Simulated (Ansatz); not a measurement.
# Lattice dynamics of YZn (Pm-3m), part 2 of 2

Aim: the vibrations of YZn (Pm-3m), their spectra, and whether the structure is stable.

Ansatz 0.2.0; DFT PBEsol, scalar-relativistic, plane waves, PAW; PAW set soft_1.

So far. Step 3 (Tight relaxation): The forces vanish by symmetry and the pressure is 0.000 GPa, within the tolerances set. The cell now holds 21.82 Å³/atom. The relaxed cell has a = 3.521 Å (conventional setting).

## Step 4: Zone-centre response

The zone centre comes first: it holds the modes that light can see, as far as symmetry allows. No field response is asked, since the mesh shows no gap.

File input.yaml:

```yaml
crystal:
  lattice:
    - [3.5207530252, 0.0, 0.0]
    - [0.0, 3.5207530252, 0.0]
    - [0.0, 0.0, 3.5207530252]
  atoms:
    - { symbol: "Y", position: [0.0, 0.0, 0.0] }
    - { symbol: Zn, position: [0.5, 0.5, 0.5] }
kpoints:
  mp_grid: { grid: [12, 12, 12] }
hamiltonian:
  xc: pbesol
  pseudopotentials: { kind: paw, azcp: { folder: soft_1 }, xc_functional: pbe }
scf:
  occupations: { method: methfessel_paxton, width: 0.2 }
output:
  eigenvalues: true
phonons:
  method: dfpt
```

Started as:

```console
> ansatz run input.yaml --threads 4 --pin off --max-ram 10240MiB --backend cpu --events-out ev --progress --plain --runs-dir out
```

Numbers of over 12 decimals in the logs are rounded to 6 here.

What it wrote:

```text
[...]
Crystal: 2 atoms, lattice volume = 43.642 Å³
Basis set: ecut = 420 eV, 847 PW (Γ), exchange–correlation on 48×48×48 points (8 copies of the dense FFT grid, shifted against one another)
Bands: 16, of which v1, the nominal top of the filled ones, is band 12 counted from 1 (11 counted from 0)
Symmetry: 48 space group operations
k-points: 196 of 1728 (irreducible under 8 space group operations, time reversal used)
[...]
SCF iter   1: F=—  HF=-7077.570885 eV  |F-HF|=—  |Δ(HF+E_count)|=         —  Δρ=1.03e-1  dr2=3.72e0  ethr=3.10e-3  ⟨swp⟩=5.0  Hψ=16420  notcnv=0
[...]
SCF iter  11: F=-7076.719967 eV  HF=-7076.719967 eV  |F-HF|=0.00e0  |Δ(HF+E_count)|=  1.82e-12  S|Δr|=    0.00e0  Δρ=1.14e-8  dr2=4.35e-14  ethr=1.00e-12  ⟨swp⟩=5.0  Hψ=12386  notcnv=0
SCF 1 converged in 11 iterations: F = -7076.719967 eV  dr2 = 4.35e-14
[...]
DFPT response loops at Γ: preconditioner auto → Kerker (q_TF=auto, 2.452 Å⁻¹) (partly filled bands, converged f_vac=0.000); β = 1.00, the filter's whole step (`scf.mixing.beta` (0.50) is not read by the response loops under this deck's `scf.mixing.preconditioner`; to damp them name `kerker` or `kerker_dos`, under which they read `scf.mixing.beta`, and type it under 1.00, their step now; both keys bind the ground state too); Broyden in place of MSR1
SCF converged after 11 iterations
[...]
Free energy (F): -7076.719967 eV
[...]
Internal energy: -7076.713902 eV  (E = F + TS)
E sigma→0 (E₀):  -7076.718450 eV
Entropy (-TS):   -0.006064 eV (-3.032 meV/atom)
Fermi energy:    10.794736 eV
[...]
--- Band table (eV; the first three rows and the last of 196) ---
  k-point 0: bands = [... 8 lower, 3.9179, 3.9179, 10.7366, 10.7366, 15.2587, 15.2587, 15.2587, 15.6524]
  k-point 1: bands = [... 8 lower, 3.9157, 3.9194, 10.7219, 10.7620, 14.5499, 14.5499, 15.2664, 15.3061]
  k-point 2: bands = [... 8 lower, 3.9237, 4.0579, 10.5588, 10.8338, 13.7756, 13.7756, 14.7880, 15.2877]
  k-point 195: bands = [... 8 lower, 4.0729, 8.8129, 8.8129, 8.8129, 10.4074, 16.2391, 16.2391, 16.2391]
--- Phonons (Γ-DFPT): 2 representative perturbations + reference, on 196 of 1728 k-points (Σ response iterations 6) ---
  k mesh reduced under 8 symmetry operations, with k and −k counted as one. Each operation leaves every solved perturbation unchanged. A smaller set is not used because it would not reduce the number of displacements times k-points to solve
  ASR residual: 1.265e-4 → 0.000e0 eV/Å²; symmetrization residual: 5.465e-6 eV/Å²
  ASR residual per site (eV/Å²): 2.84e-5 1.27e-4
  Γ frequencies (cm⁻¹): 0.00 0.00 0.00 147.96 147.96 147.96
  non-analytic LO–TO correction: not included (Born effective charges unavailable; polar crystals: no LO–TO splitting at Γ)
```

Elapsed: 7.9 s, on 4 threads of Arm Neoverse V2, shared host; peak memory 0.68 GiB; 28 s of CPU time.

This step gave:

```
sum-rule residual before enforcement                    : 1.27e-4 eV/Å²
point group                                             : m-3m
highest optical mode at the zone centre (no LO-TO term) : 148.0 cm⁻¹
lowest optical zone-centre mode                         : 148.0 cm⁻¹
```

Patterns of degenerate modes are one choice out of their space. The modes at Γ (shares of kinetic energy by element, %):

| mode | frequency (cm⁻¹) | symmetry | Y % | Zn % |
| --- | --- | --- | --- | --- |
| 1 | 0.0 | acoustic | 58 | 42 |
| 2 | 0.0 | acoustic | 58 | 42 |
| 3 | 0.0 | acoustic | 58 | 42 |
| 4 | 148.0 | T1u | 42 | 58 |
| 5 | 148.0 | T1u | 42 | 58 |
| 6 | 148.0 | T1u | 42 | 58 |

Displacements in mode 6 (148.0 cm⁻¹), the largest set to 1:
```
Y1   0.00  0.11 -0.74
Zn2  0.00 -0.15  1.00
```

Before it was imposed, the acoustic sum rule was missed by 1.3e-4 eV/Å². Small misses are needed for a sound result but don't prove that mesh and cutoff are converged. The lowest optical mode is real, 148 cm⁻¹.

## Step 5: Phonons on a q mesh

Stability and thermal properties need the whole zone. Linear response on a 4×4×4 q mesh gives force constants as far as a supercell of that size would.

input.yaml: that of step 4 with these lines changed.

```diff
@@ -19 +19,8 @@
   method: dfpt
+  qmesh: [4, 4, 4]
+  temperatures: { t_max: 1000, t_step: 50 }
+  qpath:
+    path:
+      - [[0.0, 0.0, 0.0], [0.0, 0.5, 0.0], [0.5, 0.5, 0.0], [0.0, 0.0, 0.0], [0.5, 0.5, 0.5], [0.0, 0.5, 0.0]]
+      - [[0.5, 0.5, 0.5], [0.5, 0.5, 0.0]]
+    npoints: 10
```

What it wrote:

```text
[...]
Crystal: 2 atoms, lattice volume = 43.642 Å³
Basis set: ecut = 420 eV, 847 PW (Γ), exchange–correlation on 48×48×48 points (8 copies of the dense FFT grid, shifted against one another)
Bands: 16, of which v1, the nominal top of the filled ones, is band 12 counted from 1 (11 counted from 0)
Symmetry: 48 space group operations
k-points: 84 of 1728
[...]
SCF iter   1: F=—  HF=-7077.570740 eV  |F-HF|=—  |Δ(HF+E_count)|=         —  Δρ=1.03e-1  dr2=3.72e0  ethr=3.10e-3  ⟨swp⟩=5.0  Hψ=6955  notcnv=0
[...]
SCF iter  11: F=-7076.719967 eV  HF=-7076.719967 eV  |F-HF|=2.73e-12  |Δ(HF+E_count)|=  1.82e-12  S|Δr|=    0.00e0  Δρ=1.17e-8  dr2=4.69e-14  ethr=1.00e-12  ⟨swp⟩=5.0  Hψ=5303  notcnv=0
SCF 1 converged in 11 iterations: F = -7076.719967 eV  dr2 = 4.69e-14
[...]
phonons: the bands overlap, so this run is a metal and interpolates without the dipole-dipole term. If the crystal is really an insulator or semiconductor, its LO-TO splitting is missing
NSCF: frozen V_eff on 84 k-points
[...]
DFPT response loops at q = (0, 0, 0) (fractional): preconditioner auto → Kerker (q_TF=auto, 2.452 Å⁻¹) (partly filled bands, converged f_vac=0.000); β = 1.00, the filter's whole step (`scf.mixing.beta` (0.50) is not read by the response loops under this deck's `scf.mixing.preconditioner`; to damp them name `kerker` or `kerker_dos`, under which they read `scf.mixing.beta`, and type it under 1.00, their step now; both keys bind the ground state too); Broyden in place of MSR1
[...]
SCF converged after 11 iterations
[...]
Free energy (F): -7076.719967 eV
[...]
Internal energy: -7076.713902 eV  (E = F + TS)
E sigma→0 (E₀):  -7076.718450 eV
Entropy (-TS):   -0.006064 eV (-3.032 meV/atom)
Fermi energy:    10.794736 eV
[...]
--- Band table (eV; the first three rows and the last of 84) ---
  k-point 0: bands = [... 8 lower, 3.9179, 3.9179, 10.7366, 10.7366, 15.2587, 15.2587, 15.2587, 15.6524]
  k-point 1: bands = [... 8 lower, 3.9157, 3.9194, 10.7219, 10.7620, 14.5499, 14.5499, 15.2664, 15.3061]
  k-point 2: bands = [... 8 lower, 3.9237, 4.0579, 10.5588, 10.8338, 13.7756, 13.7756, 14.7880, 15.2877]
  k-point 83: bands = [... 8 lower, 4.0729, 8.8129, 8.8129, 8.8129, 10.4074, 16.2391, 16.2391, 16.2391]
--- Phonons (Γ-DFPT): 2 representative perturbations + reference (Σ response iterations 6) ---
  ASR residual: 1.221e-4 → 0.000e0 eV/Å²; symmetrization residual: 6.715e-6 eV/Å²
  ASR residual per site (eV/Å²): 2.25e-5 1.22e-4
  Γ frequencies (cm⁻¹): 0.00 0.00 0.00 147.96 147.96 147.96
--- Phonons (arbitrary-q DFPT): 10 irreducible q on the 4×4×4 mesh ---
  q = [0.0000, 0.0000, 0.0000] (star 1, of the zone-centre solve; hermiticity 4.43e-6, symmetrization 3.18e-13): -0.00 -0.00 0.00 147.96 147.96 147.96
  q = [0.0000, 0.0000, 0.2500] (star 6, 4 solved perturbations in 1848 linear systems a pass and spin channel, the states on 588 of 1728 k-point pairs; hermiticity 2.44e-6, symmetrization 5.00e-13): 63.44 63.44 83.15 139.98 139.98 145.76
[...]
q = [0.0000, 0.2500, -0.5000] (star 12, 6 solved perturbations on 588 of 1728 k-point pairs; hermiticity 3.57e-6, symmetrization 2.33e-8): 65.41 88.02 89.33 123.02 143.89 155.50
[...]
sum rule: each row above includes the acoustic sum rule's correction from the zone centre's row sums; it moved no ω² by more than (0.71 cm⁻¹)²
  mesh force constants: q→R imaginary residual 2.58e-18; ASR residual 1.221e-4 → 0.000e0 eV/Å²; symmetrization residual 3.109e-15 eV/Å²
  interpolated dispersion: 62 rows × 6 modes
  density of states and harmonic sums: on the 20×20×20 q-mesh, interpolated from the force constants of a 4×4×4 supercell (no non-analytic term)
  largest difference from the sums on the solved wave vectors: F 1.27e-2 eV, S 1.67e-5 and C_V 4.01e-6 eV/K
  zero-point energy: 0.041705 eV/cell   skipped modes (ω ≤ 0): 3   left out of the sums: 6.25e-5 of the cell's modes: C_V's classical limit lies that fraction below 3 k_B per atom; for a crystal, a wire or a layer, F and S can be off by more, and a phonons.interpolated_qmesh denser along its periods is the remedy for the sampling
```

Run time: 3.7 min. Hardware: 4 threads; peak memory 1.9 GiB; 14 min of CPU time.

Numbers from this step:

```
sum-rule residual before enforcement                    : 1.22e-4 eV/Å²
lowest frequency on the path                            : 0 cm⁻¹
highest frequency on the path or at a solved wavevector : 172.6 cm⁻¹
mean frequency                                          : 112.1 cm⁻¹
Debye temperature (second moment)                       : 219 K
logarithmic mean frequency                              : 105.4 cm⁻¹
lowest mode on the q mesh (acoustic modes at Γ apart)   : 37.44 cm⁻¹
zero-point energy per atom                              : 20.85 meV
heat capacity at 300 K                                  : 24.29 J/(mol atoms K)
vibrational entropy at 300 K                            : 42.30 J/(mol atoms K)
```

Frequencies (cm⁻¹) solved at each irreducible wavevector; negative means imaginary. Frequencies by wavevector, by row:

| q in reciprocal lattice units | star | mode 1 | mode 2 | mode 3 | mode 4 | mode 5 | mode 6 |
| --- | --- | --- | --- | --- | --- | --- | --- |
| 0 0 0 | 1 | 0 | 0 | 0 | 148 | 148 | 148 |
| 0 0 0.25 | 6 | 63.4 | 63.4 | 83.2 | 140 | 140 | 145.8 |
| 0 0 -0.5 | 3 | 106 | 107.8 | 107.8 | 121.2 | 121.2 | 146.7 |
| 0 0.25 0.25 | 12 | 51.3 | 74.5 | 113.5 | 129 | 131.7 | 151.7 |
| 0 0.25 -0.5 | 12 | 65.4 | 88 | 89.3 | 123 | 143.9 | 155.5 |
| 0 -0.5 -0.5 | 3 | 37.4 | 37.4 | 63.8 | 123.3 | 172.6 | 172.6 |
| 0.25 0.25 0.25 | 8 | 85.3 | 85.3 | 93.2 | 131.4 | 147.5 | 147.5 |
| 0.25 0.25 -0.5 | 12 | 51.6 | 94 | 116.1 | 135.6 | 136.4 | 158.6 |
| 0.25 -0.5 -0.5 | 6 | 74 | 74 | 118.5 | 126.5 | 165.3 | 165.3 |
| -0.5 -0.5 -0.5 | 1 | 100.8 | 100.8 | 100.8 | 161.4 | 161.4 | 161.4 |

Interpolated from a 4×4×4 q mesh. The phonon branches at the labelled points (cm⁻¹):

| point | branch 1 | branch 2 | branch 3 | branch 4 | branch 5 | branch 6 |
| --- | --- | --- | --- | --- | --- | --- |
| Γ | 0 | 0 | 0 | 148 | 148 | 148 |
| halfway | 63 | 63 | 83 | 140 | 140 | 146 |
| X | 106 | 108 | 108 | 121 | 121 | 147 |
| halfway | 65 | 88 | 89 | 123 | 144 | 156 |
| M | 37 | 37 | 64 | 123 | 173 | 173 |
| halfway | 51 | 74 | 114 | 129 | 132 | 152 |
| Γ | 0 | 0 | 0 | 148 | 148 | 148 |
| halfway | 85 | 85 | 93 | 131 | 148 | 148 |
| R | 101 | 101 | 101 | 161 | 161 | 161 |
| halfway | 52 | 94 | 116 | 136 | 136 | 159 |
| X | 106 | 108 | 108 | 121 | 121 | 147 |
| jump to R | 101 | 101 | 101 | 161 | 161 | 161 |
| halfway | 74 | 74 | 118 | 127 | 165 | 165 |
| M | 37 | 37 | 64 | 123 | 173 | 173 |

The phonon branches as a text plot (rows in cm⁻¹):

```
    169 |             ***                                     ***
    162 |           **   **                  ********     ****
    155 |          **     *****            **    **  **
    147 |**********            *************      **   *** *
    140 |   **             ** ***   *    **        *        *
    133 |     *    *         **         *           **
    126 |      *  ************       **              **      ****
    119 |       ***                    *            ******   *
    111 |        **          *         *          **   **  **
    104 |      ****           *               ****    *  **
     97 |     *  * *       **        **  *****  *** **  * *   *
     90 |    *                          *   *    * *       *
     83 |   * *   * *     ***  *        ****           *    *  *
     76 |    *     ***   **  *      *             *          *
     68 |             * *              *              *         *
     61 |   *        * * *    * *                  *
     54 |  *        * *    *** *     **             **        *
     47 |            *  ***   *                                *
     40 | **          ***          *                            *
     32 |                      ***  *
     25 | *
     18 |*                      ** *
     11 |*                       *
      4 |                         *
         Γ      X      M          Γ            R        X|R     M
```

The phonon density of states has structure finer than the step of the table below, so its rows give means over 10 cm⁻¹, whole bins alone (the curve runs from 1 to 173 cm⁻¹). Peaks (cm⁻¹: height): 111.0: 0.0612, 123.0: 0.146, 149.0: 0.119.

Tetrahedra on a 20×20×20 mesh, mean over bins of 2 cm-1. Interpolated from a 4×4×4 q mesh. Phonon density of states against wavenumber; means over each step:

wavenumber (cm⁻¹), phonon density of states (1/cm⁻¹/cell) and a bar:
```
       10      0.000 
       20      0.001 
       30      0.003 #
       40      0.008 ###
       50      0.027 ##########
       60      0.043 ###############
       70      0.036 #############
       80      0.042 ###############
       90      0.044 ################
      100      0.038 ##############
      110      0.053 ###################
      120      0.056 ####################
      130      0.052 ###################
      140      0.049 ##################
      150      0.083 ##############################
      160      0.055 ####################
```

The partial phonon density of states has structure finer than the step of the table below, so its rows give means over 5 cm⁻¹, whole bins alone (the curve runs from -10 to 187 cm⁻¹). Peaks (cm⁻¹: height): Y 80.4: 0.0227, 149.8: 0.0650; Zn 92.8: 0.0274, 111.4: 0.0376, 123.8: 0.0727, 149.8: 0.0347.

Phonopy on the run's constants, 17x17x17 mesh, Gaussian sigma 2.0 cm-1. Interpolated from a 4×4×4 q mesh. Table of partial phonon density of states by wavenumber; means over each step; values in 1/cm⁻¹/cell:

| wavenumber (cm⁻¹) | Y | Zn |
| --- | --- | --- |
| -5 | 6.9e-6 | 5.4e-6 |
| 0 | 5.4e-5 | 3.8e-5 |
| 5 | 1.8e-5 | 1.4e-5 |
| 10 | 2.2e-4 | 1.6e-4 |
| 15 | 3.8e-4 | 2.8e-4 |
| 20 | 7.7e-4 | 5.6e-4 |
| 25 | 0.00126 | 9.4e-4 |
| 30 | 0.00131 | 9.5e-4 |
| 35 | 0.00209 | 0.00174 |
| 40 | 0.00419 | 0.00523 |
| 45 | 0.00536 | 0.00856 |
| 50 | 0.0114 | 0.0175 |
| 55 | 0.0148 | 0.0228 |
| 60 | 0.0171 | 0.0241 |
| 65 | 0.0170 | 0.0230 |
| 70 | 0.0155 | 0.0196 |
| 75 | 0.0184 | 0.0188 |
| 80 | 0.0221 | 0.0217 |
| 85 | 0.0205 | 0.0209 |
| 90 | 0.0201 | 0.0235 |
| 95 | 0.0176 | 0.0232 |
| 100 | 0.0169 | 0.0195 |
| 105 | 0.0188 | 0.0284 |
| 110 | 0.0175 | 0.0349 |
| 115 | 0.00884 | 0.0281 |
| 120 | 0.0131 | 0.0397 |
| 125 | 0.0264 | 0.0595 |
| 130 | 0.0247 | 0.0244 |
| 135 | 0.0230 | 0.0195 |
| 140 | 0.0308 | 0.0207 |
| 145 | 0.0383 | 0.0220 |
| 150 | 0.0610 | 0.0314 |
| 155 | 0.0485 | 0.0173 |
| 160 | 0.0464 | 0.0116 |
| 165 | 0.0260 | 0.00666 |
| 170 | 0.00853 | 0.00256 |
| 175 | 9.4e-4 | 2.9e-4 |
| 180 | 5.2e-6 | 8.0e-7 |

Second derivatives of the energy by pair, one row for each kind of neighbour of each atom listed. Each entry sums the pair over the periodic images of the supercell that the q mesh stands for, and in a polar crystal it holds the long-range dipole part too. Force constants by pair, by row:

| atom | neighbour | distance (Å) | third of the trace (eV/Å²) | along the pair's line (eV/Å²) |
| --- | --- | --- | --- | --- |
| Y1 | itself | 0 | 5.056 | – |
| Y1 | Zn | 3.049 | -0.3527 | -1.105 |
| Y1 | Y | 3.521 | -0.3876 | -1.086 |
| Y1 | Y | 4.979 | 0.0518 | 0.1751 |
| Y1 | Zn | 5.839 | -0.0097 | -0.0041 |
| Y1 | Y | 6.098 | -0.0593 | -0.2269 |
| Y1 | Y | 7.042 | 0.0614 | -0.0151 |
| Zn2 | itself | 0 | 2.94 | – |
| Zn2 | Y | 3.049 | -0.3527 | -1.105 |
| Zn2 | Zn | 3.521 | 0.0892 | 0.3425 |
| Zn2 | Zn | 4.979 | -0.0015 | -0.0216 |
| Zn2 | Y | 5.839 | -0.0097 | -0.0041 |
| Zn2 | Zn | 6.098 | -0.0242 | -0.05 |
| Zn2 | Zn | 7.042 | -0.0393 | -0.1396 |

Harmonic thermodynamic functions per atom, from the density of states. Interpolated from a 4×4×4 q mesh. Thermodynamic functions, by row:

| T (K) | F_vib (meV/atom) | S (J/mol-atom/K) | C_V (J/mol-atom/K) |
| --- | --- | --- | --- |
| 0 | 20.85 | 0 | 0 |
| 50 | 19.89 | 6.094 | 11.66 |
| 100 | 13.75 | 17.3 | 19.94 |
| 200 | -12.8 | 32.59 | 23.52 |
| 300 | -51.92 | 42.3 | 24.29 |
| 400 | -99.57 | 49.33 | 24.57 |
| 500 | -153.7 | 54.83 | 24.7 |
| 600 | -212.9 | 59.34 | 24.78 |
| 700 | -276.4 | 63.16 | 24.82 |
| 800 | -343.6 | 66.48 | 24.85 |
| 900 | -414.1 | 69.41 | 24.87 |
| 1000 | -487.4 | 72.03 | 24.88 |

Harmonic mean-square displacement, third of the trace. Interpolated from a 4×4×4 q mesh. Mean square displacements, by row:

| T (K) | Y1 U_eq (Å²) | Zn2 U_eq (Å²) |
| --- | --- | --- |
| 0 | 0.00185 | 0.00279 |
| 100 | 0.00364 | 0.00564 |
| 300 | 0.00978 | 0.01534 |
| 600 | 0.01933 | 0.03038 |

Symmetry leaves 10 wavevectors to solve. The lowest mode among them, the acoustic zeros apart, lies at q = (0, -0.5, -0.5) and is real, 37.4 cm⁻¹.

## Step 6: Another isotope

An isotope changes the mass and not the force constants, so no new electronic calculation is needed; the shifts show which modes move this element.

The same force constants with the mass of Zn changed from 65.380 to 67.925 u (phonopy, no LO-TO term). Both lists are sorted by frequency; levels can cross, so a row need not hold one and the same mode. Modes under 3 cm⁻¹ are left out. Isotope shifts, by row:

| q | rank | natural mass (cm⁻¹) | changed mass (cm⁻¹) |
| --- | --- | --- | --- |
| 0 0 0 | 4 | 148 | 146.3 |
| 0 0 0 | 5 | 148 | 146.3 |
| 0 0 0 | 6 | 148 | 146.3 |
| 0 0 0.25 | 1 | 63.44 | 62.99 |
| 0 0 0.25 | 2 | 63.44 | 62.99 |
| 0 0 0.25 | 3 | 83.15 | 82.23 |
| 0 0 0.25 | 4 | 140 | 138.3 |
| 0 0 0.25 | 5 | 140 | 138.3 |
| 0 0 0.25 | 6 | 145.8 | 144.6 |
| 0 0 -0.5 | 1 | 106 | 104 |
| 0 0 -0.5 | 2 | 107.8 | 107.8 |
| 0 0 -0.5 | 3 | 107.8 | 107.8 |
| 0 0 -0.5 | 4 | 121.2 | 118.9 |
| 0 0 -0.5 | 5 | 121.2 | 118.9 |
| 0 0 -0.5 | 6 | 146.7 | 146.7 |
| 0 0.25 0.25 | 1 | 51.34 | 50.8 |
| 0 0.25 0.25 | 2 | 74.5 | 74.16 |
| 0 0.25 0.25 | 3 | 113.5 | 111.4 |
| 0 0.25 0.25 | 4 | 129 | 128.9 |
| 0 0.25 0.25 | 5 | 131.7 | 129.8 |
| 0 0.25 0.25 | 6 | 151.7 | 150.4 |

A mode of this element alone would shift by -1.89 %. The highest zone-centre frequency without the field goes from 148.0 to 146.3 cm⁻¹ (-1.1 %). The product of the frequency ratios over all optical modes at Γ is 0.968; the product rule, (m/m′)^(3k/2) (M′/M)^(3/2) with k = 1 such atoms and M the mass of the cell, gives 0.968.

## Step 7: Results

| Property | Result |
| --- | --- |
| space group after relaxation (within 0.01 Å) | Pm-3m |
| volume per atom | 21.8 Å³ |
| electronic character | no gap on this mesh |
| highest optical mode at the zone centre (no LO-TO term) | 148 cm⁻¹ |
| lowest optical zone-centre mode | 148 cm⁻¹ |
| lowest mode on the q mesh (acoustic modes at Γ apart) | 37.4 cm⁻¹ |
| highest frequency on the path or at a solved wavevector | 173 cm⁻¹ |
| zero-point energy per atom | 20.9 meV |
| heat capacity at 300 K | 24.3 J/(mol atoms K) |
| vibrational entropy at 300 K | 42.3 J/(mol atoms K) |
| Debye temperature (second moment) | 219 K |
| imaginary modes on the 4×4×4 q mesh | none |

**Reading.** The structure is a minimum as far as tested: no mode is imaginary at the 10 irreducible wavevectors of the 4×4×4 mesh, and the softest away from the acoustic zeros lies at 37 cm⁻¹. The optical modes at Γ form one degenerate level at 148 cm⁻¹. With no gap, or one that is small against the smearing, the frequencies hang on the k mesh and the smearing, most of all near Kohn anomalies. The phonon runs are without spin polarisation, although the cell has an odd electron count. The PAW files were made for PBE and serve the other functionals too. These are harmonic frequencies at zero temperature: anharmonic shifts, linewidths and thermal expansion are left out.

[Logs are printed without paths, hosts, clocks, repeated set-up lines and the standing remarks that a program may print on its own settings, such as how far it seeks lower states.]

[Hosts, paths, dates, database ids (printed as entryN), source tags and the programs' standing remarks are cut or masked in the printed files.]
